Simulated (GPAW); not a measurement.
# Surface energy and work function of Au(100) from slabs of 4 to 14 layers (PBE)

How do energy and work function of Au(100) films settle with thickness, and what surface energy follows?

How it was computed: GPAW 26.7.0, plane waves at 450 eV with PAW setups; symmetric 1×1 slabs cut at the tabulated lattice constant (two decimals; low-temperature values for the alkali metals), atoms at bulk places, 7.5 Å of vacuum on each side, one in-plane mesh for all thicknesses, Fermi-Dirac smearing of 0.1 eV. Energies are extrapolated to zero smearing and count from the program's reference atoms. Functional PBE. The cell's area is 8.323 Å².

What came out, but for one run:

| layers | energy (eV) | work function (eV) |
| --- | --- | --- |
| 4 | −11.6154 | 5.06 |
| 5 | −14.7337 | 5.04 |
| 6 | −17.8335 | 5.06 |
| 7 | −20.9374 | 5.07 |
| 8 | −24.0396 | 5.09 |
| 9 | −27.1389 | 5.08 |
| 10 | −30.2467 | 5.09 |
| 11 | −33.3465 | 5.08 |
| 12 | −36.4552 | 5.08 |
| 14 | ? | ? |

**Question.** What surface energy do these runs give, and what energy and work function should the 14-layer slab have?

**Working.** A slab of n layers has E(n) = nε + 2Aγ once its middle is bulk-like. A line through n = 6 to 12 has the slope ε = −3.1032 eV a layer and the intercept 2Aγ = 0.7865 eV (r.m.s. residual 2.1 meV). So γ = 0.7865 / (2 × 8.323 Å²) = 0.0472 eV/Å² = 0.76 J/m², with a standard error of under 0.01 J/m² from the scatter about the line. For 14 layers: 0.7865 + 14 × (−3.1032) = −42.659 eV; the run gives −42.660 eV, 1.2 meV under the line. The work function has no such law: from 6 to 12 layers it moves between 5.06 and 5.09 eV (mean 5.08), and the 14-layer slab gives 5.08 eV. The thinnest slab, 4 layers, lies −0.02 eV from that mean. The measured value for this face is 5.22 eV (“Properties of real metallic surfaces: Effects of density functional semilocality and van der Waals nonlocality” (2017, arxiv:1702.08515)), for a face that reconstructs.

**Limits.** The surfaces are unrelaxed, so γ is an upper bound for this functional and lattice constant. The tabulated lattice constant isn't the functional's own, which strains the slab a little. Spin-orbit coupling is left out.
